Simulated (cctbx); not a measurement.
**A disordered crystal of nominal TiSe4Cl6**

Cell a = 10.8160 Å, b = 10.8160 Å, c = 10.4990 Å, α = 90.00°, β = 90.00°, γ = 90.00°; space group P4_2/ncm (no. 138, origin choice 1); nominal formula TiSe4Cl6.

The data are simulated with cctbx, not measured: Mo Kα, λ = 0.71073 Å, to d = 0.84 Å, 50 % of the full sphere, strongest reflection 70000 counts, noise from counting, a 2 % proportional error and a noise floor of 15 counts (s.d.); no absorption.

With every site full:

```text
Rint 0.019, 589 unique reflections to 0.84 A
cycle     R1     wR2    GooF  max shift (A)
   1  0.1154  0.2697  18.400   0.00260
   2  0.0424  0.1186   8.093   0.00001
final R1 0.0424 wR2 0.1186 GooF 8.093  parameters 30  data/parameter 19.6
atom        x        y        z      Ueq    occ   su(xyz)  su(Uiso or U11)
Se1    0.84184  0.34184  0.16886   0.0113  1.000  0.00011  0.0005
Se2    0.35239  0.35239  0.75000   0.0184  1.000  0.00009  0.0005
Ti1    0.25000  0.25000  0.25000   0.0106  1.000  0.00000  0.0010
Cl2    0.88938  0.38938  0.85688  -0.0030  1.000  0.00020  0.0006  NPD
Cl3    0.58237  0.30966  0.90217   0.0119  1.000  0.00019  0.0010
difference map: max 3.24 min -1.74 rms 0.30
Q1    0.1012  0.3988  0.3443    8    3.28  0.20 A from Cl2
Q2    0.1766  0.3234  0.6491    8    0.77  0.35 A from Se1
Q3    0.2500  0.2500  0.2500    4    0.65  0.00 A from Ti1
Q4    0.1742  0.3258  0.7092    8    0.47  0.49 A from Se1
Q5    0.9904  0.3201  0.4017   16    0.45  1.57 A from Cl2
Q6    0.0506  0.2184  0.0853   16    0.43  0.48 A from Cl3
```

With the occupancies of the suspect sites free, each still typed as its main element:

```text
Rint 0.019, 589 unique reflections to 0.84 A
cycle     R1     wR2    GooF  max shift (A)
   1  0.1000  0.2453  16.763   0.00145
  11  0.0084  0.0192   1.312   0.00001
final R1 0.0084 wR2 0.0192 GooF 1.309  parameters 32  data/parameter 18.4
atom        x        y        z      Ueq    occ   su(xyz)  su(Uiso or U11)
Se1    0.84182  0.34182  0.16873   0.0126  1.000  0.00002  0.0001
Se2    0.35241  0.35241  0.75000   0.0126  0.885  0.00001  0.0001
Ti1    0.25000  0.25000  0.25000   0.0120  1.000  0.00000  0.0002
Cl2    0.88949  0.38949  0.85669   0.0098  1.250  0.00003  0.0001
Cl3    0.58233  0.30962  0.90229   0.0134  1.000  0.00003  0.0002
su of occupancy Se2: 0.001
su of occupancy Cl2: 0.003
difference map: max 0.26 min -0.27 rms 0.07
Q1    0.1349  0.2248  0.7633   16    0.26  0.86 A from Se2
Q2    0.0000  0.0000  0.0000    4    0.25  2.47 A from Cl3
Q3    0.0515  0.4485  0.0189    8    0.25  2.53 A from Cl2
Q4    0.0754  0.4246  0.5153    8    0.23  1.75 A from Cl2
Q5    0.1158  0.3842  0.8300    8    0.23  1.81 A from Se1
Q6    0.0699  0.3087  0.2497   16    0.21  1.49 A from Cl2
```

**Question.** What is the disorder?

X-rays count electrons. Se2 refines to 0.885(0.001), or 30.1 electrons; the site truly holds 0.8 Se and 0.2 Cl, 30.6 electrons, which is 0.900 of Se; Cl2 refines to 1.250(0.003), or 21.2 electrons; the site truly holds 0.8 Cl and 0.2 Se, 20.4 electrons, which is 1.200 of Cl. A value under 1 can't tell vacancies from a lighter guest, and one over 1 needs a heavier guest; chemistry or a second radiation must settle which. Occupancy correlates with U and the scale, and the two elements' form factors differ in shape, so the match is approximate.

Freeing them takes R1 from 0.0424 to 0.0084 and GooF from 8.09 to 1.31.

The model is made up (kin elements in a known structure type, no relaxation), so it says nothing on whether the phase exists.

[Middle refinement cycles are left out of these outputs.]

[Logs are printed without paths, hosts, clocks, repeated set-up lines and the standing remarks that a program may print on its own settings, such as how far it seeks lower states.]
